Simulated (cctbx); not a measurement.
# Accept or mend?

Cell a = 4.9720 Å, b = 4.9720 Å, c = 8.0300 Å, α = 90.00°, β = 90.00°, γ = 120.00°; space group P6_3/mmc (no. 194).

Simulated single-crystal data (cctbx): Mo Kα, λ = 0.71073 Å, to d = 0.6 Å, 95 % of the full sphere, strongest reflection 5000 counts, noise from counting, a 4 % proportional error and a noise floor of 15 counts (s.d.); no absorption.

An anisotropic refinement with weights 1/σ² prints:

```text
Rint 0.089, 189 unique reflections to 0.60 A
cycle     R1     wR2    GooF  max shift (A)
   1  0.1938  0.3926  11.558   0.01174
   2  0.1931  0.3834  11.287   0.00000
final R1 0.1931 wR2 0.3834 GooF 11.287  parameters 7  data/parameter 27.0
atom        x        y        z      Ueq    occ   su(xyz)  su(Uiso or U11)
Pd1    0.65779  0.82890  0.75000   0.0084  1.000  0.00160  0.0023
Ti1    0.66667  0.33333  0.93940   0.0180  1.000  0.00223  0.0047
difference map: max 103.66 min -10.35 rms 3.57
Q1    0.0000  0.0000  0.0000    2  103.66  2.49 A from Pd1
Q2    0.1892  0.3784  0.7500    6   13.03  0.16 A from Pd1
Q3    0.3333  0.6667  0.0749    4    6.58  0.12 A from Ti1
Q4    0.0000  0.5000  0.0000    6    4.58  1.52 A from Ti1
Q5    0.0439  0.5219  0.1653   12    3.44  1.50 A from Ti1
Q6    0.1159  0.5579  0.2500    6    2.87  1.73 A from Pd1
```

Q: Accept it or mend it, and why?

Mend it. The fault: an atom left out, Fe at (0, 0, 1/2). Against the right model at the same level, R1 goes from 0.0199 to 0.1931 and GooF from 0.96 to 11.29 and the top difference peak, 103.7 e/Å³, lies 2.49 Å from Pd1. Q1 is the missing atom. With scattering power missing, scale and phases suffer, so peaks may also grow on the heavy atoms.

The compound is Ti2FePd3. The right model at the same level gives:

```text
Rint 0.089, 189 unique reflections to 0.60 A
cycle     R1     wR2    GooF  max shift (A)
   1  0.0262  0.0480   1.422   0.00089
   2  0.0199  0.0324   0.959   0.00000
final R1 0.0199 wR2 0.0324 GooF 0.959  parameters 9  data/parameter 21.0
atom        x        y        z      Ueq    occ   su(xyz)  su(Uiso or U11)
Pd1    0.65721  0.82861  0.75000   0.0113  1.000  0.00013  0.0002
Fe1    0.00000  0.00000  0.50000   0.0238  1.000  0.00000  0.0005
Ti1    0.66667  0.33333  0.93783   0.0200  1.000  0.00017  0.0004
difference map: max 2.59 min -2.64 rms 0.54
Q1    0.1249  0.5625  0.2500    6    2.97  1.76 A from Ti1
Q2    0.0000  0.0000  0.2500    2    2.38  1.48 A from Pd1
Q3    0.2234  0.6117  0.5294   12    2.03  0.87 A from Ti1
Q4    0.0921  0.1842  0.6710   12    1.69  0.93 A from Pd1
Q5    0.0000  0.0000  0.0517    4    1.68  0.41 A from Fe1
Q6    0.0000  0.1648  0.0000   12    1.68  0.82 A from Fe1
```

The model is made up (kin elements in a known structure type, no relaxation), so it says nothing on whether the phase exists.

[Middle refinement cycles are left out of these outputs.]

[Logs are printed without paths, hosts, clocks, repeated set-up lines and the standing remarks that a program may print on its own settings, such as how far it seeks lower states.]
